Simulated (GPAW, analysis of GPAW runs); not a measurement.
# NV- centre in 3C-SiC: hyperfine coupling against experiment (GPAW), part 2 of 2

Subject: NV- centre in 3C-SiC. Wanted: its hyperfine coupling, in one set-up (PBE, LCAO dzp, h 0.18, 128-site cell, PBE lattice, k: the zone centre alone). The model is a cell of 128 host atoms with 1 site emptied and N put on another atom's site. The isotropic coupling follows from the spin density at the nucleus, the nuclear g-factor and the total spin. A larger cell tests how far the defect's images disturb the number.

GPAW 26.7.0; PBE, LCAO dzp, h 0.18, 128-site cell, PBE lattice, k: the zone centre alone.

So far: Set-up; Relaxation, charge −1.

## Step 3: Hyperfine parameters

The relaxed structure is kept, and the final numbers are taken at the final level and k-points.

This step: GPAW LCAO dzp PAW DFT, PBE; single point of a defect supercell.

run.py reads:

```python
import numpy as np
from ase.io import read, write
from ase.parallel import parprint, world
from gpaw import GPAW
import gpaw.hyperfine
from gpaw.hyperfine import hyperfine_parameters
from gpaw.mpi import serial_comm
from ase import units

atoms = read('POSCAR')
magmoms = np.zeros(len(atoms))
magmoms[[43, 45, 51, 75]] = 2 / 4
atoms.set_initial_magnetic_moments(magmoms)
calc = GPAW(mode='lcao',
            h=0.18,
            basis='dzp',
            xc='PBE',
            kpts={'size': (1, 1, 1), 'gamma': True},
            charge=-1,
            occupations={'name': 'fermi-dirac', 'width': 0.01, 'fixmagmom': True},
            nbands=264,
            convergence={'density': 1e-05, 'bands': 261},
            maxiter=150,
            symmetry='off',
            txt='gpaw.txt')
atoms.calc = calc
energy = atoms.get_potential_energy()
forces = atoms.get_forces()
parprint(f'Energy: {energy:.6f} eV, largest force {np.linalg.norm(forces, axis=1).max():.4f} eV/A')
calc.write('gs.gpw')
write('final.xyz', atoms)
parprint('Moments:', atoms.get_magnetic_moments().round(3))
for s in range(calc.get_number_of_spins()):
    parprint('Levels (eV), spin', s, calc.get_eigenvalues(kpt=0, spin=s)[-16:].round(3))
mhz = units._e / units._hplanck * 1e-6 / max(abs(atoms.get_magnetic_moment()), 1e-9)
world.barrier()
if world.rank == 0:
    serial = GPAW('gs.gpw', communicator=serial_comm, txt=None)
    core, seen, failed = gpaw.hyperfine.core_contribution, [], []
    def core_or_none(D, setup, xc):  # the radial solve of the core can fail on an atom with a nearly empty spin density
        seen.append(1)
        try:
            return core(D, setup, xc)
        except AssertionError:
            failed.append(len(seen) - 1)
            return setup.rgd.zeros()
    gpaw.hyperfine.core_contribution = core_or_none
    A = hyperfine_parameters(serial)  # eV, to be multiplied by the nuclear g-factor
    parprint('Coupling n 14N (MHz):', round(np.mean([np.trace(A[i]) / 3 for i in [43]]) * 0.403761 * mhz, 3))
    parprint('Core term left out for atoms:', failed)
```

POSCAR reads:

```
Si C  Si C  Si C  Si C  Si C  Si C  Si C  Si C  Si C  Si C  Si C  Si C  Si C  Si C  Si C  Si C  Si C  Si C  Si C  Si C  Si C  Si N  Si C  Si C  Si C  Si C  Si C  Si C  Si C  Si C  Si C  Si C  Si C  Si C  Si C  Si C  Si C  Si C  Si C  Si C  Si C  Si C  Si C  Si C  Si C  Si C  Si C  Si C  Si C  Si C  Si C  Si C  Si C  Si C  Si C  Si C  Si C  Si C  Si C  Si C  Si C  Si C  Si C 
 1.0000000000000000
    -0.0000000000000000    8.7765507458350651    8.7765507458350651
     8.7765507458350651   -0.0000000000000000    8.7765507458350651
     8.7765507458350651    8.7765507458350651   -0.0000000000000000
 Si  C   Si  C   Si  C   Si  C   Si  C   Si  C   Si  C   Si  C   Si  C   Si  C   Si  C   Si  C   Si  C   Si  C   Si  C   Si  C   Si  C   Si  C   Si  C   Si  C   Si  C   Si  N   Si  C   Si  C   Si  C   Si  C   Si  C   Si  C   Si  C   Si  C   Si  C   Si  C   Si  C   Si  C   Si  C   Si  C   Si  C   Si  C   Si  C   Si  C   Si  C   Si  C   Si  C   Si  C   Si  C   Si  C   Si  C   Si  C   Si  C   Si  C   Si  C   Si  C   Si  C   Si  C   Si  C   Si  C   Si  C   Si  C   Si  C   Si  C   Si  C   Si  C   Si  C  
   1   1   1   1   1   1   1   1   1   1   1   1   1   1   1   1   1   1   1   1   1   1   1   1   1   1   1   1   1   1   1   1   1   1   1   1   1   1   1   1   1   1   1   1   1   1   1   1   1   1   1   1   1   1   1   1   1   1   1   1   1   1   1   1   1   1   1   1   1   1   1   1   1   1   1   1   1   1   1   1   1   1   1   2   1   1   1   1   1   1   1   1   1   1   1   1   1   1   1   1   1   1   1   1   1   1   1   1   1   1   1   1   1   1   1   1   1   1   1   1   1   1   1   1   1   1
Direct
  0.0000055471678351 -0.0000465689781597 -0.0000578319449974
  0.1874911423238666  0.1874572269499777  0.1874651560330555
[... 41 atom lines left out ...]
  0.4298714271993912  0.4298729175343051  0.4297147004806795
[... 1 atom line left out ...]
  0.4330831997756934  0.4331508311285096  0.7027405285529592
[... 5 atom lines left out ...]
  0.4331314282896347  0.7030659206212900  0.4329649277995994
  0.2539184287241264  0.4976773041587885  0.4975562258410332
[... 1 atom line left out ...]
  0.2525493282257668  0.5003257477983388  0.7476986523565785
[... 5 atom lines left out ...]
  0.2526188851642137  0.7477723168312363  0.5002741318488482
[... 14 atom lines left out ...]
  0.7029903618944958  0.4331262650995259  0.4329488218139915
  0.4977033519771879  0.2539171936147637  0.4975260214922317
[... 1 atom line left out ...]
  0.5003110757473557  0.2526305890787662  0.7476309241547809
[... 10 atom lines left out ...]
  0.5004086545143227  0.7478215326350875  0.2524549716813816
[... 17 atom lines left out ...]
  0.7477664096130702  0.2525975812368034  0.5002415296332073
[... 5 atom lines left out ...]
  0.7478199215237969  0.5003690649295230  0.2524480486883107
[... 12 atom lines left out ...]
  0.9375222052814682  0.9374921205696437  0.9374776422166223
```

Launch:

```
> OMP_NUM_THREADS=1 mpirun -n 4 gpaw python run.py > stdout
```

The program printed:

```text
__  _  _
 | _ |_)|_||  |
 |__||  | ||/\| - 26.7.0

Input parameters:
  mode=LCAO(),
  basis={'default': 'dzp'},
  charge=-1,
  convergence={'density': 1e-05, 'bands': 261},
  h=0.18,
  kpts=MonkhorstPack(size=(1, 1, 1), gamma=True),
  maxiter=150,
  nbands=264,
  occupations=Occupations(name='fermi-dirac', width=0.01, fixmagmom=True),
  symmetry=Symmetry(point_group=False, time_reversal=False),
  xc=XC(name='PBE')

                                                          C
                                                   C
                                                    C
                                            C
                                      C       C         C
                                       C       C  C
                                        C       Si C
                                C        SiC
                                  C C     C C          C
                           C      Si  C   Si  C C
                           Si       Si        Si
                            CSiC     SiCSiC       C
                     C          C  C    C  C          C
                      Si C    Si Si C    Si C  C
                       Si Si    Si           Si
                 Si      SiSiC      SiSiC       C
                    C         N  C     C  C
                  Si Si C    SiSi  C    Si C
           Si         Si Si   Si Si         Si
               Si      SiCSiC     SiCSi
                   C         C        C
                 SiSi  C   Si Si      Si
          Si         SiSi    SiSi
                      SiC        Si
              Si C       Si
               Si Si      Si
         Si        Si      Si
                     Si
             Si
              Si
       Si

Atoms  # Å, Bohr magnetons
|     | symbol |         x |         y |         z |    initial magnetic moments |
|-----|--------|-----------|-----------|-----------|-----------------------------|
|   0 |     Si | -0.000916 | -0.000459 | -0.000360 | ( 0.0000,  0.0000,  0.0000) |
|   1 |      C |  3.290525 |  3.290823 |  3.290753 | ( 0.0000,  0.0000,  0.0000) |
|   2 |     Si |  2.194882 |  2.195430 |  0.000403 | ( 0.0000,  0.0000,  0.0000) |
|   3 |      C |  5.484552 |  5.484520 |  3.289568 | ( 0.0000,  0.0000,  0.0000) |
|   4 |     Si |  4.388638 |  4.389185 |  0.001203 | ( 0.0000,  0.0000,  0.0000) |
|   5 |      C |  7.679307 |  7.679544 |  3.291574 | ( 0.0000,  0.0000,  0.0000) |
|   6 |     Si |  6.580540 |  6.580964 |  0.001127 | ( 0.0000,  0.0000,  0.0000) |
|   7 |      C |  9.872319 |  9.872968 |  3.293295 | ( 0.0000,  0.0000,  0.0000) |
|   8 |     Si |  2.194444 |  0.000467 |  2.195436 | ( 0.0000,  0.0000,  0.0000) |
|   9 |      C |  5.484005 |  3.289582 |  5.484940 | ( 0.0000,  0.0000,  0.0000) |
|  10 |     Si |  4.394531 |  2.194254 |  2.194423 | ( 0.0000,  0.0000,  0.0000) |
|  11 |      C |  7.680039 |  5.480804 |  5.481454 | ( 0.0000,  0.0000,  0.0000) |
|  12 |     Si |  6.583278 |  4.381980 |  2.194593 | ( 0.0000,  0.0000,  0.0000) |
|  13 |      C |  9.853227 |  7.678615 |  5.506146 | ( 0.0000,  0.0000,  0.0000) |
|  14 |     Si |  8.774839 |  6.580632 |  2.194915 | ( 0.0000,  0.0000,  0.0000) |
|  15 |      C | 12.070491 |  9.869418 |  5.481919 | ( 0.0000,  0.0000,  0.0000) |
|  16 |     Si |  4.388410 |  0.001510 |  4.389488 | ( 0.0000,  0.0000,  0.0000) |
|  17 |      C |  7.679207 |  3.291789 |  7.680125 | ( 0.0000,  0.0000,  0.0000) |
|  18 |     Si |  6.583107 |  2.195035 |  4.382557 | ( 0.0000,  0.0000,  0.0000) |
|  19 |      C |  9.853412 |  5.506180 |  7.680142 | ( 0.0000,  0.0000,  0.0000) |
[...]
|  43 |      N |  7.544214 |  7.544201 |  7.545590 | ( 0.0000,  0.0000,  0.5000) |
[...]
Unit cell  # Å
| periodic |         x |         y |         z |   lengths |    angles |
|----------|-----------|-----------|-----------|-----------|-----------|
|      yes | -0.000000 |  8.776551 |  8.776551 | 12.411917 | 60.000000 |
|      yes |  8.776551 | -0.000000 |  8.776551 | 12.411917 | 60.000000 |
|      yes |  8.776551 |  8.776551 | -0.000000 | 12.411917 | 60.000000 |

Number of symmetries: 1
Symmetry operations  # r_c * U_cc + t_c -> r_c
|   | kind |            matrix            |
|---|------|------------------------------|
| 0 |  E   |  1, 0, 0,  0, 1, 0,  0, 0, 1 |

BZ-sampling:
  Number of BZ points: 1
  Number of IBZ points: 1

  Monkhorst-Pack size: [1, 1, 1]
  Monkhorst-Pack shift: [0, 0, 0]

K-points  # in reciprocal-cell coordinates
|   |                                coordinates |     weight |
|---|--------------------------------------------|------------|
| 0 | (  0.00000000,   0.00000000,   0.00000000) | 1.00000000 |

basis functions: 1651
Spin-components: 2 (collinear spins)
Bands:           264
Projectors:      635
Spin-degeneracy: 1
Datatype:        <class 'float'>

Density:
  Valence electrons: 509.0
  Components: 2
  Grid points: [56 56 56]
  Charge: -1.0  # |e|

Potential:
  Grid points: [56 56 56]

species:
  Si:
    name:    Silicon
    Z:       14.0
    valence: 4
    core:    10
    charge:  0.0  # [|e|]
    compensation charges:
      type: gauss
      rc: 0.33  # [Å]
      lmax: 2
    cutoffs:
      filter: 1.86  # [Å]
      core: 2.06  # [Å]
[...]
l=0, rc=5.5469 Bohr: 2s-sz confined orbital
        l=1, rc=6.6719 Bohr: 2p-sz confined orbital
        l=0, rc=3.0312 Bohr: 2s-dz split-valence wave
        l=1, rc=3.7500 Bohr: 2p-dz split-valence wave
        l=2, rc=6.6719 Bohr: d-type Gaussian polarization
      Number of RI-basis functions 0

  N:
    name:    Nitrogen
    Z:       7.0
    valence: 5
    core:    2
    charge:  0.0  # [|e|]
    compensation charges:
      type: gauss
      rc: 0.18  # [Å]
      lmax: 2
    cutoffs:
      filter: 1.11  # [Å]
      core: 0.96  # [Å]
    projectors
    | kind |    occ | energy [eV] | rcut [Å] |
    |------|--------|-------------|----------|
    |   2s |  2.000 |     -18.583 |    0.603 |
    |   2p |  3.000 |      -7.089 |    0.529 |
    |    s |        |       8.629 |    0.603 |
    |    p |        |      20.123 |    0.529 |
    |    d |        |       0.000 |    0.577 |

    LCAO basis set for N:
      Name: dzp
      File: <dir>
      Number of radial functions: 5
      Number of spherical harmonics: 13
        l=0, rc=4.8594 Bohr: 2s-sz confined orbital
        l=1, rc=6.0625 Bohr: 2p-sz confined orbital
        l=0, rc=2.6094 Bohr: 2s-dz split-valence wave
        l=1, rc=3.2656 Bohr: 2p-dz split-valence wave
        l=2, rc=6.0625 Bohr: d-type Gaussian polarization
      Number of RI-basis functions 0

Reference energy: -563061.980543  # eV

eigensolver:
  <gpaw.new.lcao.eigensolver.LCAOEigensolver object at 0x451110cb83e0>
density mixing:
  MSR1-Mixer
  Pratt-step length: 0.05
  Maximum mixing coefficient: 0.75
  Old densities: 10
  SVD Regularization: 0.005
  Good broyden scale: 1.0
  Trust region scale: 1.0
  Backstep threshold: 4.0
  History deletion threshold: 6.0
  Fourier metric: weight=20.0, sigma=0.015

occupation numbers:
  Fixed magnetic moment: 2.000
  Fermi-Dirac:
    width: 0.0100  # eV

FastPoissonSolver using
    Stencil: 12*3+1=37 point O(h^6) finite-difference Laplacian
    FFT axes: [np.int64(0), np.int64(1), np.int64(2)]
    FST axes: []

xc functional:
  name: PBE with 2 nearest neighbor stencil
interpolation: tri-quintic # 5. degree polynomial

Initialization done in: 8.169 s

convergence criteria:
- Maximum integral of absolute [dens]ity change: 1e-05 electrons / valence electron
- Maximum [total energy] change in last 3 cyles: 0.0005 eV / valence electron
- Maximum integral of absolute [eigenst]ate change: 4e-08 eV^2 / valence electron
maximum number of iterations: 150

SCF iterations
|iter     | |      energy | eigst |  dens |  magmom |
|---------|-|-------------|-------|-------|---------|
|iter:   1| | -975.330675 |      c|       |  +1.9948|
|iter:   2| | -958.340304 |      c| -0.61 |  +1.9951|
|iter:   3| | -902.770253 |      c| -0.66 |  +1.9980|
|iter:   4| | -903.420764 |      c| -1.33 |  +1.9991|
|iter:   5| | -903.774789 |      c| -1.68 |  +1.9999|
|iter:   6| | -903.595100 |      c| -2.27 |  +2.0000|
|iter:   7| | -903.595686c|      c| -2.96 |  +2.0000|
|iter:   8| | -903.596054c|      c| -3.35 |  +2.0000|
|iter:   9| | -903.595946c|      c| -3.64 |  +2.0000|
|iter:  10| | -903.595955c|      c| -4.12 |  +2.0000|
|iter:  11| | -903.595964c|      c| -4.34 |  +2.0000|
|iter:  12| | -903.595963c|      c| -4.52 |  +2.0000|
|iter:  13| | -903.595963c|      c| -5.00c|  +2.0000|

Converged in 13 steps
SCF loop duration: 269.142 s (20.703 s/step)
Energy contributions relative to reference atoms: (reference = -563061.980543)

Energy contributions:
  Kinetic:         903.068382
  Coulomb:        -728.772379
  Zero:              8.788270
  External:          0.000000
  Xc:            -1086.680236
  Entropy:          -0.000000
  Spinorbit:         0.000000
  ----------------------------
  Free energy:    -903.595963
  Extrapolated:   -903.595963

dipole moment: (43.074026, -70.592602, -184.078965)  # |e|*Ang

Total magnetic moment: (0.000000, 0.000000, 2.000011)

Local magnetic moments
|        x |        y |         z |
|----------|----------|-----------|
| 0.000000 | 0.000000 |  0.000034 |  # Si   0
| 0.000000 | 0.000000 |  0.001580 |  # C    1
| 0.000000 | 0.000000 | -0.000017 |  # Si   2
| 0.000000 | 0.000000 |  0.001271 |  # C    3
| 0.000000 | 0.000000 |  0.005355 |  # Si   4
| 0.000000 | 0.000000 |  0.000211 |  # C    5
| 0.000000 | 0.000000 |  0.000084 |  # Si   6
| 0.000000 | 0.000000 | -0.000055 |  # C    7
| 0.000000 | 0.000000 | -0.000016 |  # Si   8
| 0.000000 | 0.000000 |  0.001272 |  # C    9
[...]
Fermi levels: 9.055, 8.781
Eigenvalues  # (at kpt = [0.000, 0.000, 0.000])
| band index |      eig [eV] | occ [0-1] |      eig [eV] | occ [0-1] |
|------------|---------------|-----------|---------------|-----------|
|          0 |        -7.719 |     1.000 |        -7.713 |     1.000 |
|        ... |               |           |               |           |
|        247 |         7.346 |     1.000 |         7.373 |     1.000 |
|        248 |         7.351 |     1.000 |         7.373 |     1.000 |
|        249 |         7.351 |     1.000 |         7.380 |     1.000 |
|        250 |         7.782 |     1.000 |         7.879 |     1.000 |
|        251 |         7.852 |     1.000 |         7.881 |     1.000 |
|        252 |         7.853 |     1.000 |         7.882 |     1.000 |
|        253 |         8.122 |     1.000 |         8.486 |     1.000 |
|        254 |         8.690 |     1.000 |         9.366 |     0.000 |
|        255 |         8.690 |     1.000 |         9.383 |     0.000 |
[...]
|        259 |        11.519 |     0.000 |        11.524 |     0.000 |
|        260 |        11.650 |     0.000 |        11.652 |     0.000 |
|        261 |        11.650 |     0.000 |        11.652 |     0.000 |
|        262 |        11.669 |     0.000 |        11.670 |     0.000 |
|        263 |        11.674 |     0.000 |        11.678 |     0.000 |

Gap: 0.670 eV
Transition (v -> c):
  (s=0, k=0, n=255, [0.00, 0.00, 0.00]) -> (s=0, k=0, n=256, [0.00, 0.00, 0.00])
No difference between direct/indirect transitions

Forces  # eV/Ang
|        x |        y |        z |
|----------|----------|----------|
[...]
|  0.00076 |  0.00351 |  0.00054 |  # C  122
|  0.00484 |  0.00357 | -0.00883 |  # Si 123
|  0.00445 | -0.00158 |  0.00122 |  # C  124
|  0.00362 |  0.00215 |  0.00426 |  # Si 125
|  0.00509 |  0.00067 |  0.00217 |  # C  126

# Writing to gs.gpw (mode='')
```

Run time: 5.4 min. Hardware: 4 MPI ranks of Arm Neoverse V2, shared host; peak memory 4.8 GiB; 21 min of CPU time.

Numbers from this step:

```
total moment : 2.000 μB
```

## Step 4: Results

| Quantity | Value |
| --- | --- |
| 14N, isotropic part (sign not measured) | -0.8 MHz |

In words: 14N, isotropic part (sign not measured): computed -0.8 MHz, measured -1.26 MHz (size measured, sign taken from theory); 0.5 MHz (37 %) smaller in size than the measurement. Only the isotropic (Fermi contact) part is computed, with core polarisation; no vibrational averaging. Limits: the zone centre alone is a coarse sampling for this cell.

[Logs are printed without paths, hosts, clocks, repeated set-up lines and the standing remarks that a program may print on its own settings, such as how far it seeks lower states.]

[Hosts, paths, dates, database ids (printed as entryN), source tags and the programs' standing remarks are cut or masked in the printed files.]

[For some hosts the program warned that the k-mesh of the response run may be too coarse for force constants and the static dielectric constant; such warnings are not shown here.]
